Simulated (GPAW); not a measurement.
# Quasiparticle gap of Cs2InAgCl6 (Fm-3m) in GPAW, part 2 of 2

Wanted: ground state, empty states, screening and self-energy for Cs2InAgCl6 (Fm-3m).

GPAW 26.7.0; LDA and many-body steps on it, plane waves. Known limits of the many-body steps: not at the basis limit; d shell near the gap, gap tends to lie low; no spin-orbit coupling; coarse k mesh.

So far. Step 2 (Ground state): The gap is direct, at Γ. Step 3 (Bands along the symmetry lines): The gap is 0.890 eV, as in the run before at this level.

## Step 4: Empty states on the mesh, 2×2×2 mesh, 975 bands

Level of this step: DFT, LDA, plane waves, PAW (GPAW).

The sums over transitions need many empty states on a uniform mesh; this step solves for them.

Contents of run.py:

```python
import json
import numpy as np
from gpaw.mpi import world
from gpaw import GPAW

calc = GPAW('gs.gpw').fixed_density(kpts={'size': (2, 2, 2), 'gamma': True},
    parallel={'domain': 1, 'band': 1},
    txt='nscf.txt')
calc.diagonalize_full_hamiltonian(nbands=975)
calc.write('full.gpw', mode='all')
res = {}
kpts = calc.get_ibz_k_points()
res['kpts'] = kpts
res['eigenvalues'] = [calc.get_eigenvalues(kpt=k) for k in range(len(kpts))]
res['n_electrons'] = calc.get_number_of_electrons()

if world.rank == 0:
    with open('result.json', 'w') as f:
        json.dump(res, f, default=lambda x: x.tolist())
```

Command:

```sh
$ mpirun -n 3 gpaw python run.py
```

Numbers of over 12 decimals in the logs are rounded to 6 here.

Output:

```text
Diagonalizing LCAO Hamiltonian
Converting LCAO to pw mode
convergence criteria:
- Maximum integral of absolute [eigenst]ate change: 4e-08 eV^2 / valence electron
maximum number of iterations: 100

SCF iterations
|iter     |     time |      energy | eigst |  dens |
|iter:   1|  |             | +0.37 |       |
|iter:   2|  |             | -0.23 |       |
|iter:   3|  |             | -0.68 |       |
[...]
|iter:  48|  |             | -5.72 |       |
|iter:  49|  |             | -5.97 |       |
[... further lines of this kind ...]
|iter:  56|  |             | -7.41c|       |
SCF steps: 56
  __  _  _
 | _ |_)|_||  |
 |__||  | ||/\| - 26.7.0

Input parameters:
  mode=PW(ecut=450.000000),
  convergence={'density': 1e-06, 'bands': -3},
  gpts=array([40, 40, 40]),
  kpts=MonkhorstPack(size=(2, 2, 2), gamma=True),
  maxiter=100,
  nbands=56,
  occupations=Occupations(name='fermi-dirac', width=0.001, fixmagmom=False),
  parallel={'domain': 1, 'band': 1},
  xc=XC(name='LDA')
Matrix size: 6183x6183
# Writing to full.gpw (mode='all')
  [... matrices ...]

timing:  # [seconds]
  Total: 129.168  # ━━━━━━━━━━━━━━━━━━━━━━━━━━━━━━━━━━━━━━━━━━━━━━━━━━━━━━━━━
```

Wall time 2.6 min (3 MPI ranks of Intel Xeon Platinum 8559C (Emerald Rapids), shared host); peak memory 8.2 GiB; 7.7 min of CPU time.

This step gave:

```
gap                                                           : 0.8904 eV
k of the valence top                                          : 0, 0, 0
k of the conduction bottom                                    : 0, 0, 0
least direct gap                                              : 0.8904 eV
k points computed                                             : 3
lowest point of the top converged band, above the valence top : 120.4513 eV
```

On this mesh the gap is 0.890 eV.

## Step 5: Screening and self-energy, 2×2×2 mesh, 448 bands, screening to 78 eV

G0W0 replaces the xc potential by the self-energy, built once from these orbitals. Only a window of levels is corrected, while the sums run over the empty bands that the input names.

This step: G0W0 on LDA, plane waves, PAW.

Contents of run.py:

```python
import json
import numpy as np
from gpaw.mpi import world
from gpaw.response.g0w0 import G0W0

gw = G0W0('full.gpw',
    filename='gw',
    kpts=[0],
    bands=(43, 47),
    ecut=78,
    nbands=448,
    integrate_gamma='WS',
    ppa=True)
gw.calculate()
res = {mode: {k: v for k, v in r.items() if k != 'sigma_eskwn'}
       for mode, r in gw.all_results.items()}

if world.rank == 0:
    with open('result.json', 'w') as f:
        json.dump(res, f, default=lambda x: x.tolist())
```

Command:

```sh
$ mpirun -n 4 gpaw python run.py
```

Output:

```text
Using integrator: PointIntegrator
FrequencyGridDescriptor(from 0.000+0.000j to 0.000+27.211j eV, 2 points)
Nonperiodic BCs:  [False False False]
Using integrator: PointIntegrator
FrequencyGridDescriptor(from 0.000+0.000j to 0.000+27.211j eV, 2 points)
Nonperiodic BCs:  [False False False]
  ___  _ _ _
 |   || | | |
 | | || | | |
 |__ ||_____|
 |___|

BZ k-points: Symmetries present (total): 48

  [... matrices ...]
8 k-points: 2 x 2 x 2 Monkhorst-Pack grid + [1/4,1/4,1/4]
3 k-points in the irreducible part of the Brillouin zone
       k-points in crystal coordinates                weights
   0:     0.00000000    0.00000000    0.00000000          1/8
   1:     0.50000000    0.50000000    0.00000000          3/8
   2:     0.50000000    0.50000000    0.50000000          4/8

Distributing spins, k-points and bands (1 x 1 x 4) over 4 processes
Number of blocks: 1

Quasi particle states:
k-points (IBZ indices): [0]
Band range: (43, 47)
  [... matrices ...]
Computational parameters:
Plane wave cut-off: 78 eV
Number of bands: 448
Coulomb cutoff: None
Broadening: 0.1 eV

fxc modes: GW
Kernel: RPA
Using Godby-Needs plasmon-pole approximation:
  Fitting energy: i*E0, E0 = 1.000 Hartree
Summing all q:

Calculating screened Coulomb potential
No Coulomb truncation
FrequencyGridDescriptor(from 0.000+0.000j to 0.000+27.211j eV, 2 points)
Removing empty qpoint cache files...

Calculating chi0 body with:
    Ground state adapter containing:
    Number of spins: 1
    Number of kpoints: 8
    Number of irreducible kpoints: 3
    Number of completely occupied states: 45
    Number of partially occupied states: 45
    Occupied states memory: 43.9453125 M / cpu

    Linear response parametrization:
    q_c: [0.0, 0.0, 0.0]
    Number of frequency points: 2
    Planewave cutoff: 78.0
    Number of bands: 448
    Number of planewaves: 459
    Broadening (eta): 1e-06
    comm.size: 4
    kncomm.size: 4
    blockcomm.size: 1

    Memory estimate of potentially large arrays:
        chi0_wGG: 6.429474 M / cpu
Integrating chi0 body.

Symmetries of q_c:
    Direct symmetries (Uq -> q): 48
    Indirect symmetries (TUq -> q): 0
In total 48 allowed symmetries.

  [... matrices ...]
3 groups of equivalent kpoints. 62.5% reduction.

Integral kind: response function
Integrating chi0 head and wings.

Symmetries of q_c:
    Direct symmetries (Uq -> q): 48
    Indirect symmetries (TUq -> q): 0
In total 48 allowed symmetries.

  [... matrices ...]
3 groups of equivalent kpoints. 62.5% reduction.

Integral kind: response function wings

Calculating chi0 body with:
    Ground state adapter containing:
    Number of spins: 1
    Number of kpoints: 8
    Number of irreducible kpoints: 3
    Number of completely occupied states: 45
    Number of partially occupied states: 45
    Occupied states memory: 43.9453125 M / cpu

    Linear response parametrization:
[... the further q-points ...]

Results:
f:      Occupation numbers
eps:     KS-eigenvalues [eV]
vxc:     KS vxc [eV]
exx:     Exact exchange [eV]
sigma:   Self-energies [eV]
dsigma:  Self-energy derivatives
Z:       Renormalization factors
qp:      QP-energies [eV]

k-point 0 (0): (0.000, 0.000, 0.000)                GW
band       f     eps     vxc     exx   sigma  dsigma       Z      qp
                                                                   GW
  43   1.000   2.448 -24.313 -28.563   3.636  -0.267   0.789   1.964
  44   1.000   2.448 -24.313 -28.563   3.636  -0.267   0.789   1.964
  45   0.000   3.338 -14.828 -10.155  -3.082  -0.213   0.824   4.649
  46   0.000   7.310  -9.434  -4.767  -3.468  -0.175   0.851   8.331
```

The job ended after 92 s (4 MPI ranks; peak memory 5 GiB; 6.1 min of CPU time).

Numbers from this step:

```yaml
g0w0_gap_on_the_points_computed: 2.685 eV
least_direct_g0w0_gap_on_the_computed_points: 2.685 eV
z_at_the_valence_top: 0.7893
z_at_the_conduction_bottom: 0.8245
starting_gap_on_the_mesh: 0.8904 eV
k_of_the_valence_top: 0, 0, 0
k_of_the_conduction_bottom: 0, 0, 0
```

The gap on the mesh goes from 0.89 eV to 2.69 eV, a correction of +1.79 eV.

Limits: finite bands, cutoff and mesh; d shell near the gap, gap tends to lie low; no spin-orbit coupling; coarse k mesh. v1 is the top filled band, c1 the lowest empty one. Levels before and after the correction, in eV, zero at the valence-band top of each column:

|  | conduction bottom | valence top |
| --- | --- | --- |
| Kohn-Sham | 0.89 | 0.00 |
| G0W0 | 2.69 | 0.00 |

|  | level | energy (eV) |
| --- | --- | --- |
| Kohn-Sham | Γ v2-v1 | 0.000 |
| Kohn-Sham | Γ c1 | 0.890 |
| Kohn-Sham | Γ c2 | 4.862 |
| G0W0 | Γ v2-v1 | 0.000 |
| G0W0 | Γ c1 | 2.685 |
| G0W0 | Γ c2 | 6.367 |

## Step 6: Where the time went

Times are wall times on the hardware named with each run, good to a factor of about two.

| step | time | share | memory (GiB) |
| --- | --- | --- | --- |
| ground state | 48 s | 10 % | 1.1 |
| bands along the symmetry lines | 3.3 min | 40 % | 1.6 |
| empty states on the mesh | 2.6 min | 32 % | 8.2 |
| screening and self-energy | 92 s | 19 % | 5.0 |

## Step 7: Outcome

```yaml
lda_gap: 0.89 eV, direct
g0w0_gap_on_the_mesh: 2.69 eV
gw_settings: 2×2×2 mesh, 448 bands, screening to 78 eV, Godby-Needs plasmon pole
known_limits: not at the basis limit; d shell near the gap, gap tends to lie low; no spin-orbit coupling; coarse k mesh
```

**Reading.** G0W0 moves the gap on the mesh from 0.89 eV to 2.69 eV (+1.79 eV), with Z of 0.79 and 0.82 at the edges. Only 1 of the mesh's irreducible points was corrected, so a valley elsewhere could overtake. Against experiment, by G0W0@LDA: the direct gap of 2.69 eV lies −0.61 eV from the measured 3.3 eV (direct, 2016). An exciton line or allowed optical edge lies below the quasiparticle gap by the binding energy; a forbidden edge can push the onset above it. The calculation has static nuclei and no excitons; a measured gap holds zero-point and thermal motion, which mostly lowers it. Bands and cutoff are finite, so the gap is not at the basis limit. The miss can reach some tenths of an eV and take either sign; the mesh is an error of its own. These stock PAW sets were not made for GW. In the G0W0 run levels were corrected at 1 k point alone, so a gap called «on the mesh» is the least over those, and an edge elsewhere would be missed. The 2×2×2 mesh is coarse for this cell, which bears on the long-range parts of exchange and screening. A d shell, filled or nearly so, lies near the gap. One-shot GW converges very slowly in bands there, not always from below, and on a semilocal start the gap tends to come out low; starts rich in exact exchange can overshoot instead. The many-body steps are scalar-relativistic: spin-orbit coupling is not in them.

[Paths, hosts, dates, memory and timing lines, banners, echoed tables and standing remarks are left out of the program output.]

[Logs are printed without paths, hosts, clocks, repeated set-up lines and the standing remarks that a program may print on its own settings, such as how far it seeks lower states.]

[Runs of the session that timed out or met a known fault of the program may be left out.]

[Hosts, paths, dates, database ids (printed as entryN), source tags and the programs' standing remarks are cut or masked in the printed files.]
